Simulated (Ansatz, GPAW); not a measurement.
# STM contrast on a 2-layer slab of Mo(110)

What would a tunnelling microscope show on a 2-layer slab of Mo(110)?

Main program and level: GPAW 26.7.0 and Ansatz 0.2.0; GPAW, PAW setups; slab in vacuum, in the first sound run; inputs show where later runs differ.

Most raw output is cut from this account.

## Step 1: The starting structure

The cell holds 2 atoms: 2 Mo. Its edges and angles: a = 2.728 Å, b = 2.728 Å, c = 16.227 Å, α = 90.0°, β = 90.0°, γ = 70.5°. Vacuum lies along c.

## Step 2: Relaxation

Forces are removed first; all later runs use this geometry. The lowest 1 atoms are held at bulk positions and keep their forces.

The input, run.py:

```python
import json
import numpy as np
from ase import Atoms
from ase.constraints import FixAtoms
from ase.optimize import BFGS
from gpaw import GPAW, PW

slab = Atoms(
    ['Mo', 'Mo'],
    positions=[
        [0.00000, 0.00000, 7.00000],
        [2.22739, 0.00000, 9.22739]],
    cell=[[2.22739, -1.575, 0.0], [2.22739, 1.575, 0.0], [0.0, 0.0, 16.22739]],
    pbc=[True, True, False])

slab.calc = GPAW(mode=PW(400), xc='PBE', kpts={'size': (12, 12, 1), 'gamma': True},
                 occupations={'name': 'fermi-dirac', 'width': 0.1}, nbands='160%',
                 convergence={'density': 0.0001}, maxiter=200,
                 poissonsolver={'dipolelayer': 'xy'},
                 symmetry={'tolerance': 1e-3, 'extra_ids': [1, 0]}, txt='slab.txt')
result = {}
slab.set_constraint(FixAtoms([0]))
path = []
opt = BFGS(slab, maxstep=0.2)
opt.attach(lambda: path.append((slab.get_potential_energy(), slab.positions.tolist(), slab.get_forces().tolist())))
result['relaxed'] = bool(opt.run(fmax=0.05, steps=30))
result['path'] = path
energy = slab.get_potential_energy()
fermi = slab.calc.get_fermi_level()
v = slab.calc.get_electrostatic_potential().mean((0, 1)) - fermi
n = slab.calc.get_pseudo_density().mean((0, 1))
L = slab.cell[2, 2]
z = np.arange(len(v)) * L / len(v)
low, high = slab.positions[:, 2].min(), slab.positions[:, 2].max()
below, above = np.interp([low - 4.8, high + 4.8], z, v)
slopes = [np.interp(x, z, np.gradient(v, z)) for x in (low - 4.8, high + 4.8)]
eps = np.array([[slab.calc.get_eigenvalues(k, s) for k in range(len(slab.calc.get_ibz_k_points()))]
                for s in range(slab.calc.get_number_of_spins())]) - fermi
top, bottom = eps[eps < 0].max(), eps[eps > 0].min()
dipole = slab.get_dipole_moment()[2]
print(f'energy {energy:.4f} eV, Fermi level {fermi:.4f} eV, dipole {dipole:.5f} e A')
print(f'potential 4.8 A off the faces, from the Fermi level: lower {below:.4f} eV, upper {above:.4f} eV')
print(f'slope of the potential there: lower {slopes[0]:.5f}, upper {slopes[1]:.5f} eV/A')
print(f'nearest levels on the mesh: {top:.4f} and {bottom:.4f} eV')
print('magnetic moment', round(slab.get_magnetic_moment(), 3))
result.update(energy=energy, fermi=fermi, dipole=dipole, below=below, above=above, slopes=slopes, edges=[top, bottom],
              z=z.tolist(), v=v.tolist(), n=n.tolist(), positions=slab.positions.tolist(),
              forces=slab.get_forces(apply_constraint=False).tolist(), moments=slab.get_magnetic_moments().tolist())
json.dump(result, open('result.json', 'w'))
```

Command:

```console
> OMP_NUM_THREADS=1 OPENBLAS_NUM_THREADS=1 python run.py
```

Elapsed: 1.7 min, on 1 thread of Intel Xeon Platinum 8488C (Sapphire Rapids), shared host; peak memory 0.19 GiB.

The steps of the relaxation:

| step | energy less that of the first step (eV) | largest force (eV/Å) |
| --- | --- | --- |
| 1 | 0.0000 | 1.1616 |
| 2 | -0.0195 | 1.0923 |
| 3 | -0.1329 | 0.1402 |
| 4 | -0.1335 | 0.0376 |

The atoms that moved most (Å):

| atom | dx | dy | dz | length |
| --- | --- | --- | --- | --- |
| Mo2 | 0.000 | 0.000 | -0.194 | 0.194 |

Final coordinates:

```cif
data_structure
_symmetry_space_group_name_H-M 'P 1'
_symmetry_Int_Tables_number 1
_cell_length_a 2.7280
_cell_length_b 2.7280
_cell_length_c 16.2274
_cell_angle_alpha 90.000
_cell_angle_beta 90.000
_cell_angle_gamma 70.529
_cell_volume 113.86
loop_
_atom_site_label
_atom_site_type_symbol
_atom_site_fract_x
_atom_site_fract_y
_atom_site_fract_z
_atom_site_occupancy
Mo1 Mo 0.00000 0.00000 0.43137 1
Mo2 Mo 0.50000 0.50000 0.55669 1
```

This step gave:

```yaml
dipole_along_the_normal: 2.51e-6 e·Å
levels_nearest_the_fermi_level_on_the_mesh: -0.001933, 0.002446 eV from the Fermi level
upper_work_function: 4.430 eV
lower_work_function: 4.430 eV
```

Electrostatic potential energy of an electron (without an applied field's), less the Fermi level, planar mean against z:

| z (Å) | electrostatic potential energy of an electron (without an applied field's), less the Fermi level, planar mean (eV) |
| --- | --- |
| 0.0 | 4.43 |
| 0.5 | 4.43 |
| 1.0 | 4.43 |
| 1.5 | 4.43 |
| 2.0 | 4.43 |
| 2.5 | 4.43 |
| 3.0 | 4.43 |
| 3.5 | 4.42 |
| 4.0 | 4.39 |
| 4.5 | 4.28 |
| 5.0 | 3.91 |
| 5.5 | 2.73 |
| 6.0 | -1.15 |
| 6.5 | -13.5 |
| 7.0 | -28.0 |
| 7.5 | -13.9 |
| 8.0 | -3.94 |
| 8.5 | -12.7 |
| 9.0 | -27.9 |
| 9.5 | -14.8 |
| 10.0 | -1.61 |
| 10.5 | 2.59 |
| 11.0 | 3.87 |
| 11.5 | 4.26 |
| 12.0 | 4.38 |
| 12.5 | 4.42 |
| 13.0 | 4.43 |
| 13.5 | 4.43 |
| 14.0 | 4.43 |
| 14.5 | 4.43 |
| 15.0 | 4.43 |
| 15.5 | 4.43 |
| 16.0 | 4.43 |

Table of pseudo valence density, planar mean by z:

| z (Å) | pseudo valence density, planar mean (e/Å³) |
| --- | --- |
| 3 | 1.3e-4 |
| 4 | 0.00153 |
| 5 | 0.0165 |
| 6 | 0.189 |
| 7 | 1.90 |
| 8 | 0.409 |
| 9 | 1.88 |
| 10 | 0.206 |
| 11 | 0.0179 |
| 12 | 0.00166 |
| 13 | 1.4e-4 |

The relaxation lowered the energy of the cell by 0.134 eV (energies extrapolated to zero smearing; the optimiser's log prints free energies). The largest force left on a free atom is 0.038 eV/Å.

## Step 3: Plane waves, PBE

With the geometry fixed, the planar mean of the potential gives the vacuum level on each side.

Edit run.py of step 2 so:

```diff
@@ -3,4 +3,3 @@
 from ase import Atoms
-from ase.constraints import FixAtoms
-from ase.optimize import BFGS
+from ase.dft.stm import STM
 from gpaw import GPAW, PW
@@ -11,3 +10,3 @@
         [0.00000, 0.00000, 7.00000],
-        [2.22739, 0.00000, 9.22739]],
+        [2.22739, -0.00000, 9.03355]],
     cell=[[2.22739, -1.575, 0.0], [2.22739, 1.575, 0.0], [0.0, 0.0, 16.22739]],
@@ -17,12 +16,6 @@
                  occupations={'name': 'fermi-dirac', 'width': 0.1}, nbands='160%',
-                 convergence={'density': 0.0001}, maxiter=200,
+                 convergence={'density': 1e-05}, maxiter=200,
                  poissonsolver={'dipolelayer': 'xy'},
-                 symmetry={'tolerance': 1e-3, 'extra_ids': [1, 0]}, txt='slab.txt')
+                 symmetry={'tolerance': 1e-3}, txt='slab.txt')
 result = {}
-slab.set_constraint(FixAtoms([0]))
-path = []
-opt = BFGS(slab, maxstep=0.2)
-opt.attach(lambda: path.append((slab.get_potential_energy(), slab.positions.tolist(), slab.get_forces().tolist())))
-result['relaxed'] = bool(opt.run(fmax=0.05, steps=30))
-result['path'] = path
 energy = slab.get_potential_energy()
@@ -48,2 +41,16 @@
               forces=slab.get_forces(apply_constraint=False).tolist(), moments=slab.get_magnetic_moments().tolist())
+
+# Images need the states of the whole zone, up to time reversal
+slab.calc = slab.calc.fixed_density(symmetry={'point_group': False}, txt='states.txt',
+                                    convergence={'bands': 'CBM+1.3'})
+stm = STM(slab)
+result['stm'] = []
+for bias in [-1.0, 1.0]:
+    height = high + 3.5
+    current = stm.get_averaged_current(bias, height)
+    x, y, h = stm.scan(bias, current)
+    i, f = divmod(height / L * stm.ldos.shape[2], 1)
+    I = abs((1 - f) * stm.ldos[:, :, int(i)] + f * stm.ldos[:, :, int(i) + 1])
+    print(f'bias {bias} V: mean current at 3.5 A {current:.4e}, corrugation {np.ptp(h):.4f} A')
+    result['stm'].append(dict(bias=bias, current=current, h=(h - high).tolist(), I=I.tolist()))
 json.dump(result, open('result.json', 'w'))
```

The job ended after 49 s (1 thread; peak memory 0.29 GiB).

Numbers from this step:

| Quantity | Value |
| --- | --- |
| dipole along the normal | -2.08e-5 e·Å |
| levels nearest the Fermi level on the mesh | -0.001941, 0.002443 eV from the Fermi level |
| lower work function | 4.431 eV |
| corrugation -1 | 0.03689 Å |
| corrugation 1 | 0.03839 Å |

The electrostatic potential energy of an electron (without an applied field's), less the Fermi level, planar mean by z:

| z (Å) | electrostatic potential energy of an electron (without an applied field's), less the Fermi level, planar mean (eV) |
| --- | --- |
| 0 | 4.43 |
| 1 | 4.43 |
| 2 | 4.43 |
| 3 | 4.43 |
| 4 | 4.39 |
| 5 | 3.92 |
| 6 | -1.15 |
| 7 | -28.0 |
| 8 | -3.94 |
| 9 | -27.9 |
| 10 | -1.61 |
| 11 | 3.87 |
| 12 | 4.38 |
| 13 | 4.43 |
| 14 | 4.43 |
| 15 | 4.43 |
| 16 | 4.43 |

Table of pseudo valence density, planar mean by z:

| z (Å) | pseudo valence density, planar mean (e/Å³) |
| --- | --- |
| 0.00 | 0 |
| 0.43 | 0 |
| 0.87 | 0 |
| 1.30 | 2.1e-6 |
| 1.73 | 5.9e-6 |
| 2.16 | 1.7e-5 |
| 2.60 | 4.9e-5 |
| 3.03 | 1.4e-4 |
| 3.46 | 4.0e-4 |
| 3.89 | 0.00115 |
| 4.33 | 0.00327 |
| 4.76 | 0.00922 |
| 5.19 | 0.0255 |
| 5.63 | 0.0698 |
| 6.06 | 0.214 |
| 6.49 | 0.727 |
| 6.92 | 1.95 |
| 7.36 | 1.14 |
| 7.79 | 0.462 |
| 8.22 | 0.451 |
| 8.65 | 1.08 |
| 9.09 | 1.97 |
| 9.52 | 0.779 |
| 9.95 | 0.228 |
| 10.39 | 0.0736 |
| 10.82 | 0.0269 |
| 11.25 | 0.00972 |
| 11.68 | 0.00345 |
| 12.12 | 0.00121 |
| 12.55 | 4.3e-4 |
| 12.98 | 1.5e-4 |
| 13.41 | 5.2e-5 |
| 13.85 | 1.8e-5 |
| 14.28 | 6.2e-6 |
| 14.71 | 2.2e-6 |
| 15.15 | 0 |
| 15.58 | 0 |
| 16.01 | 0 |

Tip height over the top atom over a1 and a2. Sample bias -1 V, constant current at the mean current 3.5 Å over the top atom.

Ten even steps from '_' (3.475 Å) to '@' (3.512 Å):
```
**++++**##%%%%%%%%@@@@%%##**
**++++++++**####%%@@@@@@%%##
##**++==--==++**##%%@@@@@@%%
%%##++--::::--==**##@@@@@@@@
@@%%**==::....::==**##%%@@@@
%%%%##++--..__..::==**##%%%%
%%%%##**==::..__..::==**##%%
%%%%%%##**==::..__..--++##%%
@@@@@@%%##**==::....::==**%%
%%@@@@@@@@##**==--::::--++##
##%%@@@@@@%%##**++==--==++**
**##%%@@@@@@%%####**++++++++
****##%%@@@@%%%%%%%%##**++++
******##%%@@%%%%%%@@%%##****
```
Columns: a1 from 0 to 0.929; rows upwards: a2 from 0 to 0.929.

Local density of states summed over the bias window over a1 and a2. Sample bias -1 V, constant height 3.5 Å over the top atom.

Ten even steps from '_' (1.12 × 1e-4 arbitrary) to '@' (1.23 × 1e-4 arbitrary):
```
++++++**##%%%%%%%%@@@@%%##**
**++====++****##%%@@@@@@%%##
##**==------==++##%%@@@@@@%%
%%##++--::::::==++##%%@@@@@@
@@%%**--::....::==**##%%@@@@
%%%%**==::..____::==++##%%%%
%%%%##++==::______::==++##%%
%%%%%%##++==::____..::==**%%
@@@@@@%%##**==::....::--**%%
%%@@@@@@%%##++==::::::--++##
##%%@@@@@@%%##++==------==**
**##%%@@@@@@%%##****++====++
++**##%%@@@@%%%%%%%%##**++++
++++**##%%@@%%%%%%@@%%##**++
```
Columns: a1 from 0 to 0.929; rows upwards: a2 from 0 to 0.929.

Tip height over the top atom over a1 and a2. Sample bias 1 V, constant current at the mean current 3.5 Å over the top atom.

Ten even steps from '0' (3.481 Å) to '9' (3.519 Å):
```
00123455443210
11234555544321
22334666665432
33445677776543
34566778887644
45567789887654
45567899987655
44567889877655
34467888776654
33456777765443
22345666664332
11234455554321
00123445543210
00123344433210
```
Columns: a1 from 0 to 0.929; rows upwards: a2 from 0 to 0.929.

Local density of states summed over the bias window over a1 and a2. Sample bias 1 V, constant height 3.5 Å over the top atom.

Ten even steps from '_' (2.83 × 1e-4 arbitrary) to '@' (3.09 × 1e-4 arbitrary):
```
____..::--==========--::..__
....::--==++++++++====--::..
::::----==++********++==--::
----====++**########**++==--
--==++++**##%%%%%%%%##**====
====++**##%%@@@@@@%%##**++==
====++**##%%@@@@@@%%##**++==
====++**##%%@@@@@@%%##**++==
--====**##%%%%%%%%##**++++==
----==++**########**++====--
::::--==++********++==----::
....::--====++++++++==--::..
____..::--==========--::..__
____..::----======----::..__
```
Columns: a1 from 0 to 0.929; rows upwards: a2 from 0 to 0.929.

The potential is flat to 0.001 eV/Å where it is read, so the vacuum is wide enough.

(Part 1 of 2 ends here.)

[Logs are printed without paths, hosts, clocks, repeated set-up lines and the standing remarks that a program may print on its own settings, such as how far it seeks lower states.]

[Hosts, paths, dates, database ids (printed as entryN), source tags and the programs' standing remarks are cut or masked in the printed files.]
